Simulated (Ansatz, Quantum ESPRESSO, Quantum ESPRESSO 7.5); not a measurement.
**Evanescent states of BP, zinc blende type, lattice constant set to 4.481 Å**

How good a tunnel barrier is BP, zinc blende type, lattice constant set to 4.481 Å?

Method: plane-wave DFT, LDA, GBRV ultrasoft pseudopotentials (cross-check by Ansatz 0.2.0 with PAW datasets), in Quantum ESPRESSO 7.5.

Most raw output is cut from this account.

### 1. Set-up

It takes space group F-43m (No. 216, cubic). The conventional cell has a = 4.481 Å, b = 4.481 Å, c = 4.481 Å, α = 90.00°, β = 90.00°, γ = 90.00°. Nearest to B lie 4 P at 1.94 Å. Nearest to P lie 4 B at 1.94 Å. Farther neighbours are not listed.

### 2. Ground state

pwcond needs a cell whose third axis lies along the current and stands perpendicular to the other two.

scf.in

```
&control
  prefix = 'scf'
  outdir = './out'
  pseudo_dir = './pseudo'
  calculation = 'scf'
  tprnfor = .true.
/
&system
  ibrav = 0
  nat = 4
  ntyp = 2
  ecutwfc = 40
  ecutrho = 200
  occupations = 'fixed'
  nbnd = 12
/
&electrons
  conv_thr = 1e-09
  mixing_beta = 0.6
  electron_maxstep = 120
/
ATOMIC_SPECIES
  B   10.8100  b_lda_v1.4.uspp.F.UPF
  P   30.9738  p_lda_v1.5.uspp.F.UPF
CELL_PARAMETERS angstrom
  3.16854548649692 0.00000000000000 0.00000000000000
  0.00000000000000 3.16854548649692 0.00000000000000
  0.00000000000000 0.00000000000000 4.48100000000000
ATOMIC_POSITIONS crystal
  B   0.000000000000 0.000000000000 0.000000000000
  P   0.500000000000 0.000000000000 0.250000000000
  B   0.500000000000 0.500000000000 0.500000000000
  P   0.000000000000 0.500000000000 0.750000000000
K_POINTS automatic
  8 8 6 0 0 0
```

The run is started by

```console
> OMP_NUM_THREADS=1 mpirun -n 2 pw.x -nk 2 -in scf.in > scf.out
```

It took 4.7 s on 2 MPI ranks of Intel Xeon 6975P-C (Granite Rapids), shared host; peak memory 0.17 GiB.

Read from the output:

| Property | Result |
| --- | --- |
| free energy | -598.9307 eV |
| valence top, on the run's zero | 9.533 eV |
| conduction bottom, on the run's zero | 10.67 eV |
| gap by band count | 1.134 eV |

The run needed 9 iterations to bring the estimated error under 1e-09 Ry.

### 3. Complex band structure

ikind = 0 solves one period of the crystal for all kz, real and complex, at each energy and k across. ewind and epsproj trim the two-dimensional plane-wave basis; nz1 sets the subslabs.

cbs.in

```
&inputcond
  outdir = './out'
  prefixl = 'scf'
  band_file = 'cbs'
  ikind = 0
  ewind = 4.0
  epsproj = 1e-05
  nz1 = 7
  energy0 = 4.93
  denergy = -0.17
/
4
  0.00000000 0.00000000 1.00000000
  0.50000000 0.00000000 1.00000000
  0.50000000 0.50000000 1.00000000
  0.25000000 0.00000000 1.00000000
42
```

The run is started by

```console
> OMP_NUM_THREADS=1 mpirun -n 2 pwcond.x -in cbs.in > cbs.out
```

The job ended after 44 s (2 MPI ranks; peak memory 0.13 GiB; 87 s of CPU time).

This step gave:

| Quantity | Value |
| --- | --- |
| peak of the smallest κ at the zone centre | 0.199 Å⁻¹ |
| energy of the peak at the zone centre | 0.85 eV |
| peak of the smallest κ at (1/2, 0) | 0.313 Å⁻¹ |
| peak of the smallest κ at (1/4, 0) | 0.314 Å⁻¹ |

K across = (0, 0) in the cell's reciprocal vectors; values within 0.0025 1/Å of each other count once, columns are sorted by size at each energy, a dash where no further value was kept. Table of Im kz of the slowest decaying states by energy, zero at the highest filled level of the SCF mesh:

```
energy (eV)  decay 1 (Å⁻¹)  decay 2 (Å⁻¹)  decay 3 (Å⁻¹)
      -2.04          0.968           1.98           1.99
      -1.87          0.941           1.97           1.98
      -1.53          0.887           1.94           1.96
      -1.36          0.858           1.93           1.94
      -1.02          0.799           1.91           1.92
      -0.85          0.767           1.89           1.91
      -0.68          0.734           1.88           1.90
      -0.34          0.663           1.86           1.87
      -0.17          0.624           1.84           1.86
       0.00          0.006          0.013          0.583
       0.17          0.103          0.127          0.539
       0.34           0.14          0.178           0.49
       0.68          0.185          0.246          0.374
       0.85          0.199          0.272          0.298
       1.02          0.191          0.209          0.295
       1.36          0.078          0.221          0.334
       1.53          0.224           0.35           1.72
       1.87          0.222          0.379           1.69
       2.04          0.218          0.391           1.68
       2.21          0.212          0.403           1.67
       2.55          0.192          0.424           1.64
       2.72          0.177          0.433           1.62
       3.06          0.135          0.449           1.60
       3.23          0.102          0.457           1.58
       3.57          0.136          0.471           1.56
       3.74          0.196          0.477           1.54
       3.91          0.236          0.483           1.53
       4.25          0.287          0.495           1.50
       4.42          0.304            0.5           1.48
       4.76          0.327           0.51           1.45
       4.93          0.334          0.514           1.43
```

K across = (0, 0) in the cell's reciprocal vectors. Re kz of states that move upwards against energy, zero at the highest filled level of the SCF mesh:

| energy (eV) | channel 1 (Å⁻¹) | channel 2 (Å⁻¹) | channel 3 (Å⁻¹) |
| --- | --- | --- | --- |
| -2.04 | -0.520 | -0.520 | -0.489 |
| -1.70 | -0.448 | -0.448 | -0.440 |
| -1.36 | -0.387 | -0.379 | -0.379 |
| -1.02 | -0.330 | -0.310 | -0.310 |
| -0.68 | -0.264 | -0.239 | -0.239 |
| -0.34 | -0.183 | -0.159 | -0.159 |
| 0.00 | - | - | - |
| 0.34 | - | - | - |
| 0.68 | - | - | - |
| 1.02 | - | - | - |
| 1.36 | 0.510 | - | - |
| 1.53 | 0.0337 | 0.603 | - |
| 1.87 | -0.654 | 0.183 | - |
| 2.21 | -0.533 | 0.276 | - |
| 2.55 | -0.421 | 0.351 | - |
| 2.89 | -0.308 | 0.416 | - |
| 3.23 | -0.176 | 0.474 | - |
| 3.57 | 0.0871 | 0.0871 | 0.527 |
| 3.91 | 0.169 | 0.169 | 0.576 |
| 4.25 | 0.230 | 0.230 | 0.622 |
| 4.59 | 0.283 | 0.283 | 0.665 |
| 4.93 | -0.695 | 0.332 | 0.332 |

K across = (1/2, 0) in the cell's reciprocal vectors; values within 0.0025 1/Å of each other count once, columns are sorted by size at each energy, a dash where no further value was kept. Im kz of the slowest decaying states against energy, zero at the highest filled level of the SCF mesh:

```csv
energy (eV),decay 1 (Å⁻¹),decay 2 (Å⁻¹),decay 3 (Å⁻¹)
-2.04,0.239,1.38,2.33
-1.87,1.36,2.32,-
-1.53,0.127,0.417,1.32
-1.36,0.161,0.49,1.30
-1.02,0.208,0.57,1.26
-0.85,0.225,0.595,1.24
-0.68,0.241,0.612,1.22
-0.34,0.265,0.635,1.17
-0.17,0.275,0.641,1.15
0.00,0.284,0.645,1.12
0.17,0.291,0.647,1.10
0.34,0.298,0.647,1.08
0.68,0.307,0.643,1.03
0.85,0.31,0.638,1.00
1.02,0.312,0.633,0.975
1.36,0.313,0.618,0.92
1.53,0.312,0.609,0.891
1.87,0.308,0.587,0.829
2.04,0.304,0.575,0.797
2.21,0.299,0.561,0.762
2.55,0.284,0.531,0.688
2.72,0.275,0.514,0.647
3.06,0.25,0.475,0.552
3.23,0.234,0.453,0.495
3.57,0.19,0.343,0.403
3.74,0.156,0.215,-
3.91,0.099,0.342,1.91
4.25,0.125,0.262,1.88
4.42,0.158,0.207,1.87
4.76,0.247,1.84,2.63
4.93,0.306,1.83,2.63
```

K across = (1/2, 1/2) in the cell's reciprocal vectors; values within 0.0025 1/Å of each other count once, columns are sorted by size at each energy, a dash where no further value was kept. Table of Im kz of the slowest decaying states by energy, zero at the highest filled level of the SCF mesh:

```csv
energy (eV),decay 1 (Å⁻¹),decay 2 (Å⁻¹),decay 3 (Å⁻¹)
-2.04,0.322,2.25,2.43
-1.87,0.323,2.24,2.42
-1.70,0.323,2.23,-
-1.53,0.323,2.22,2.40
-1.36,0.32,2.21,2.39
-1.02,0.312,2.19,2.38
-0.85,0.306,2.18,2.37
-0.68,0.299,0.302,2.17
-0.51,0.29,0.295,2.16
-0.34,0.28,0.287,2.15
-0.17,0.269,0.277,2.13
0.00,0.256,0.267,2.12
0.17,0.241,0.255,2.11
0.34,0.224,0.241,2.10
0.68,0.181,0.208,2.08
0.85,0.152,0.188,2.07
1.02,0.115,0.164,2.06
1.19,0.051,0.134,2.04
1.36,0.093,2.03,2.25
1.53,2.02,2.24,2.37
1.70,2.01,2.23,2.36
1.87,2.00,2.22,2.35
2.04,1.98,2.21,2.33
2.21,1.97,2.20,2.32
2.55,1.95,2.18,2.3
2.72,1.94,2.17,2.29
2.89,1.92,2.15,2.28
3.06,1.91,2.15,2.26
3.23,1.90,2.13,2.25
3.40,1.89,2.12,2.24
3.57,1.87,2.11,2.23
3.74,1.86,2.10,2.22
3.91,1.85,2.09,2.21
4.25,1.82,2.07,2.18
4.42,1.81,2.06,2.17
4.59,1.79,2.05,2.16
4.76,1.78,2.04,2.14
4.93,1.76,2.03,2.13
```

K across = (1/4, 0) in the cell's reciprocal vectors; values within 0.0025 1/Å of each other count once, columns are sorted by size at each energy, a dash where no further value was kept. Table of Im kz of the slowest decaying states by energy, zero at the highest filled level of the SCF mesh:

| energy (eV) | decay 1 (Å⁻¹) | decay 2 (Å⁻¹) | decay 3 (Å⁻¹) |
| --- | --- | --- | --- |
| -2.04 | 1.09 | 1.44 | 1.62 |
| -1.87 | 1.06 | 1.42 | 1.61 |
| -1.70 | 1.04 | 1.41 | 1.59 |
| -1.53 | 1.02 | 1.39 | 1.57 |
| -1.36 | 0.991 | 1.37 | 1.55 |
| -1.02 | 0.086 | 0.94 | 1.33 |
| -0.85 | 0.136 | 0.914 | 1.32 |
| -0.68 | 0.17 | 0.886 | 1.30 |
| -0.51 | 0.196 | 0.858 | 1.28 |
| -0.34 | 0.119 | 0.217 | 0.83 |
| -0.17 | 0.191 | 0.235 | 0.8 |
| 0.00 | 0.238 | 0.251 | 0.769 |
| 0.17 | 0.264 | 0.274 | 0.736 |
| 0.34 | 0.275 | 0.303 | 0.702 |
| 0.68 | 0.292 | 0.346 | 0.63 |
| 0.85 | 0.299 | 0.362 | 0.59 |
| 1.02 | 0.304 | 0.376 | 0.547 |
| 1.19 | 0.308 | 0.387 | 0.501 |
| 1.36 | 0.311 | 0.396 | 0.449 |
| 1.53 | 0.313 | 0.39 | 0.403 |
| 1.70 | 0.314 | 0.32 | 0.408 |
| 1.87 | 0.229 | 0.313 | 0.411 |
| 2.04 | 0.043 | 0.311 | 0.412 |
| 2.21 | 0.308 | 0.411 | 0.95 |
| 2.55 | 0.298 | 0.403 | 0.904 |
| 2.72 | 0.291 | 0.395 | 0.882 |
| 2.89 | 0.282 | 0.384 | 0.859 |
| 3.06 | 0.271 | 0.37 | 0.837 |
| 3.23 | 0.258 | 0.352 | 0.816 |
| 3.40 | 0.241 | 0.33 | 0.794 |
| 3.57 | 0.222 | 0.301 | 0.774 |
| 3.74 | 0.196 | 0.264 | 0.754 |
| 3.91 | 0.161 | 0.214 | 0.735 |
| 4.25 | 0.078 | 0.7 | 0.737 |
| 4.42 | 0.09 | 0.684 | 0.699 |
| 4.59 | 0.071 | 0.097 | 0.658 |
| 4.76 | 0.17 | 0.616 | 0.655 |
| 4.93 | 0.215 | 0.57 | 0.642 |

The program's own clock; routines nest. Time by routine:

```
     routine  wall time (s)  calls
      PWCOND          43.01      1
scatter_forw          27.38    168
      compbs          14.78    168
    compbs_2             14    168
        init           0.44      1
       local           0.39      4
       poten           0.16      1
```

### 4. Complex bands with pwcond.x, with nz1 = 1

How much does a setting matter? One run is repeated with a change.

cbs.w.in is the input of step 3 with these lines changed:

```diff
@@ -3,3 +3,3 @@
   prefixl = 'scf'
-  band_file = 'cbs'
+  band_file = 'cbs.w'
   ikind = 0
@@ -7,3 +7,3 @@
   epsproj = 1e-05
-  nz1 = 7
+  nz1 = 1
   energy0 = 4.93
```

The run is started by

```console
> OMP_NUM_THREADS=1 mpirun -n 2 pwcond.x -in cbs.w.in > cbs.w.out
```

Elapsed: 37 s, on 2 MPI ranks; peak memory 0.13 GiB; 74 s of CPU time.

The changed values were drawn from a wide range, not chosen for quality; the comparison shows what they did here together.

Beside the run it was changed from:

```
                                       quantity  this run  unchanged run  difference
peak of the smallest κ at the zone centre (Å⁻¹)     0.203          0.199      0.0040
       peak of the smallest κ at (1/2, 0) (Å⁻¹)     0.312          0.313     -0.0010
                                  wall time (s)        37             44
```

The physical values in this table move by up to 2 %.

### 5. The same in Ansatz

A second code with its own PAW datasets, on the same atoms.

Level of this step: plane-wave DFT, LDA, Ansatz PAW (Ansatz 0.2.0).

input.yaml

```yaml
crystal:
  lattice:
    - [3.1685454865, 0.0, 0.0]
    - [0.0, 3.1685454865, 0.0]
    - [0.0, 0.0, 4.481]
  atoms:
    - { symbol: B, position: [0.0, 0.0, 0.0] }
    - { symbol: P, position: [0.5, 0.0, 0.25] }
    - { symbol: B, position: [0.5, 0.5, 0.5] }
    - { symbol: P, position: [0.0, 0.5, 0.75] }
kpoints:
  mp_grid: { grid: [8, 8, 6] }
hamiltonian:
  xc: lda
scf:
  occupations: { method: fixed }
  convergence: { dr2_threshold: 1.0e-09 }
output:
  transmission:
    leads: [[0, 0]]
    kpoints: [[0, 0], [0.5, 0], [0.5, 0.5], [0.25, 0]]
    e_range: [-2.04, 4.93]
    de: 0.17
```

The run is started by

```console
> ansatz run input.yaml --threads 2 --pin off --max-ram 4096MiB --backend cpu --events-out ev --progress --plain --runs-dir out
```

Elapsed: 5.8 s, on 2 threads; peak memory 0.39 GiB; 7.5 s of CPU time.

Read from the output:

| Item | Value |
| --- | --- |
| free energy | -1753.2734 eV |
| gap by band count | 1.136 eV |
| symmetry operations | 16 |
| slowest decay at the grid energy nearest mid-gap | 0.166 Å⁻¹ |
| peak of the smallest κ at (1/2, 0) | 0.3134 Å⁻¹ |
| peak of the smallest κ at (1/4, 0) | 0.3136 Å⁻¹ |
| valence top, on the run's zero | 9.577 eV |

K across = (0, 0) in the cell's reciprocal vectors; values within 0.0025 1/Å of each other count once, columns are sorted by size at each energy, a dash where no further value was kept. Table of Im kz of the slowest decaying states by energy, zero at the highest filled level of the SCF mesh:

```
energy (eV)  decay 1 (Å⁻¹)  decay 2 (Å⁻¹)  decay 3 (Å⁻¹)
      -2.04          0.968              -              -
      -1.87          0.942              -              -
      -1.53          0.888              -              -
      -1.36          0.859              -              -
      -1.02          0.799              -              -
      -0.85          0.768              -              -
      -0.68          0.735              -              -
      -0.34          0.664              -              -
      -0.17          0.625              -              -
       0.00         0.0044         0.0073          0.584
       0.17          0.103          0.127          0.540
       0.34          0.140          0.177          0.491
       0.68          0.185          0.246          0.375
       0.85          0.199          0.272          0.299
       1.02          0.193          0.209          0.295
       1.36         0.0793          0.222          0.334
       1.53          0.224          0.350              -
       1.87          0.222          0.379              -
       2.04          0.218          0.391              -
       2.21          0.212          0.403              -
       2.55          0.192          0.424              -
       2.72          0.178          0.433              -
       3.06          0.136          0.450              -
       3.23          0.103          0.457              -
       3.57          0.133          0.471              -
       3.74          0.194          0.477              -
       3.91          0.235          0.484              -
       4.25          0.286          0.495           1.50
       4.42          0.304          0.500           1.48
       4.76          0.326          0.509           1.45
       4.93          0.333          0.514           1.44
```

K across = (0, 0) in the cell's reciprocal vectors. Re kz of states that move upwards against energy, zero at the highest filled level of the SCF mesh:

```csv
energy (eV),channel 1 (Å⁻¹),channel 2 (Å⁻¹),channel 3 (Å⁻¹)
-2.04,-0.520,-0.520,-0.490
-1.87,-0.484,-0.484,-0.465
-1.70,-0.449,-0.449,-0.440
-1.53,-0.414,-0.414,-0.414
-1.36,-0.387,-0.380,-0.380
-1.02,-0.330,-0.311,-0.311
-0.85,-0.299,-0.276,-0.276
-0.68,-0.265,-0.239,-0.239
-0.51,-0.227,-0.201,-0.201
-0.34,-0.184,-0.159,-0.159
-0.17,-0.129,-0.109,-0.109
0.00,-,-,-
0.17,-,-,-
0.34,-,-,-
0.68,-,-,-
0.85,-,-,-
1.02,-,-,-
1.19,-0.0918,0.367,-
1.36,0.509,-,-
1.53,0.0265,0.602,-
1.70,0.122,0.679,-
1.87,-0.655,0.181,-
2.04,-0.593,0.231,-
2.21,-0.534,0.274,-
2.55,-0.422,0.350,-
2.72,-0.367,0.384,-
2.89,-0.310,0.415,-
3.06,-0.248,0.445,-
3.23,-0.178,0.473,-
3.40,-0.0730,0.501,-
3.57,0.0859,0.0859,0.527
3.74,0.132,0.132,0.552
3.91,0.169,0.169,0.576
4.25,0.229,0.229,0.622
4.42,0.256,0.256,0.644
4.59,0.282,0.282,0.665
4.76,0.307,0.307,0.686
4.93,-0.696,0.331,0.331
```

K across = (1/2, 0) in the cell's reciprocal vectors; values within 0.0025 1/Å of each other count once, columns are sorted by size at each energy, a dash where no further value was kept. Table of Im kz of the slowest decaying states by energy, zero at the highest filled level of the SCF mesh:

```
energy (eV)  decay 1 (Å⁻¹)  decay 2 (Å⁻¹)  decay 3 (Å⁻¹)
      -2.04          0.244           1.38              -
      -1.70         0.0765          0.277           1.34
      -1.36          0.160          0.490           1.30
      -1.02          0.207          0.571           1.26
      -0.68          0.241          0.613           1.21
      -0.34          0.265          0.635           1.17
       0.00          0.284          0.646           1.12
       0.34          0.298          0.648           1.08
       0.68          0.307          0.643           1.03
       1.02          0.312          0.633          0.975
       1.36          0.313          0.618          0.920
       1.53          0.313          0.609          0.891
       1.87          0.308          0.588          0.829
       2.21          0.299          0.562          0.763
       2.55          0.284          0.531          0.688
       2.89          0.264          0.496          0.602
       3.23          0.234          0.454          0.495
       3.57          0.190          0.344          0.404
       3.91         0.0986          0.343              -
       4.25          0.125          0.263              -
       4.59          0.131          0.156              -
       4.93          0.305              -              -
```

K across = (1/2, 1/2) in the cell's reciprocal vectors; values within 0.0025 1/Å of each other count once, columns are sorted by size at each energy, a dash where no further value was kept. The Im kz of the slowest decaying states by energy, zero at the highest filled level of the SCF mesh:

| energy (eV) | decay 1 (Å⁻¹) | decay 2 (Å⁻¹) |
| --- | --- | --- |
| -2.04 | 0.322 | - |
| -1.87 | 0.324 | - |
| -1.70 | 0.324 | - |
| -1.53 | 0.323 | - |
| -1.36 | 0.321 | - |
| -1.02 | 0.312 | - |
| -0.85 | 0.306 | 0.309 |
| -0.68 | 0.299 | 0.303 |
| -0.51 | 0.290 | 0.296 |
| -0.34 | 0.280 | 0.287 |
| -0.17 | 0.269 | 0.278 |
| 0.00 | 0.256 | 0.267 |
| 0.17 | 0.241 | 0.255 |
| 0.34 | 0.224 | 0.242 |
| 0.68 | 0.181 | 0.209 |
| 0.85 | 0.153 | 0.189 |
| 1.02 | 0.115 | 0.165 |
| 1.19 | 0.0524 | 0.135 |
| 1.36 | 0.0952 | - |
| 1.53 | - | - |
| 1.70 | - | - |
| 1.87 | - | - |
| 2.04 | - | - |
| 2.21 | - | - |
| 2.55 | - | - |
| 2.72 | - | - |
| 2.89 | - | - |
| 3.06 | - | - |
| 3.23 | - | - |
| 3.40 | - | - |
| 3.57 | - | - |
| 3.74 | - | - |
| 3.91 | - | - |
| 4.25 | - | - |
| 4.42 | - | - |
| 4.59 | - | - |
| 4.76 | - | - |
| 4.93 | - | - |

K across = (1/4, 0) in the cell's reciprocal vectors; values within 0.0025 1/Å of each other count once, columns are sorted by size at each energy, a dash where no further value was kept. Im kz of the slowest decaying states against energy, zero at the highest filled level of the SCF mesh:

```csv
energy (eV),decay 1 (Å⁻¹),decay 2 (Å⁻¹),decay 3 (Å⁻¹)
-2.04,1.09,1.44,-
-1.87,1.06,1.42,-
-1.53,1.02,1.39,-
-1.36,0.992,1.37,-
-1.02,0.0855,0.941,1.34
-0.85,0.136,0.914,1.32
-0.68,0.170,0.887,1.30
-0.34,0.119,0.217,0.830
-0.17,0.191,0.235,0.800
0.00,0.238,0.251,0.769
0.17,0.264,0.274,0.737
0.34,0.275,0.303,0.703
0.68,0.292,0.346,0.631
0.85,0.299,0.362,0.591
1.02,0.304,0.376,0.548
1.36,0.311,0.396,0.450
1.53,0.313,0.391,0.403
1.87,0.231,0.313,0.411
2.04,0.0513,0.311,0.412
2.21,0.308,0.411,0.950
2.55,0.298,0.403,0.905
2.72,0.291,0.395,0.883
3.06,0.271,0.371,0.838
3.23,0.258,0.353,0.816
3.57,0.222,0.301,0.774
3.74,0.196,0.264,0.754
3.91,0.161,0.215,0.736
4.25,0.0782,0.701,0.737
4.42,0.0908,0.685,0.699
4.76,0.171,0.616,0.656
4.93,0.216,0.570,0.642
```

### 6. Worked from the printed numbers

T falls as exp(−2κd). With κ = 0.172 1/Å, 10 Å of barrier pass exp(−2 × 0.172 × 10) = 0.032 of that channel, interfaces aside.

### 7. What came out

| Quantity | Value |
| --- | --- |
| gap on the SCF mesh | 1.13 eV |
| smallest κ at mid-gap among the four k points, at the zone centre | 0.172 Å⁻¹ |
| peak of the smallest κ in the stop band at the zone centre | 0.199 Å⁻¹ |
| peak of the smallest κ in the stop band at (1/2, 0) | 0.313 Å⁻¹ |
| peak of the smallest κ in the stop band at (1/4, 0) | 0.314 Å⁻¹ |
| energy of the peak at the zone centre, over the highest filled level | 0.85 eV |
| peak at the zone centre by Ansatz | 0.199 Å⁻¹ |

**Reading.** With a gap of 1.13 eV on the mesh, the smallest κ at mid-gap among the four k points, at the zone centre is 0.172 Å⁻¹ (LDA, GBRV ultrasoft). For a barrier with the Fermi level at mid-gap the slowest state found, at the zone centre, loses a factor of ten in probability every 6.7 Å or so. Stop bands away from the zone centre are mostly wider than the gap, so their peaks can lie above the conduction bottom. At the zone centre pwcond's peak is 0.199 and Ansatz's 0.199 1/Å, 0 % apart. The cell is the a/√2 one, turned by 45°, with two primitive cells, so X along [001] folds onto kz = 0. A semilocal gap is too small, often by a third to a half and by more in narrow-gap crystals, so real barriers decay faster.

[Logs are printed without paths, hosts, clocks, repeated set-up lines and the standing remarks that a program may print on its own settings, such as how far it seeks lower states.]

[Hosts, paths, dates, database ids (printed as entryN), source tags and the programs' standing remarks are cut or masked in the printed files.]

[Maps of the electrostatic potential energy from Ansatz leave out the sawtooth potential of an applied field or a dipole correction, so their vacuum need not be flat; planar profiles and work functions include it.]
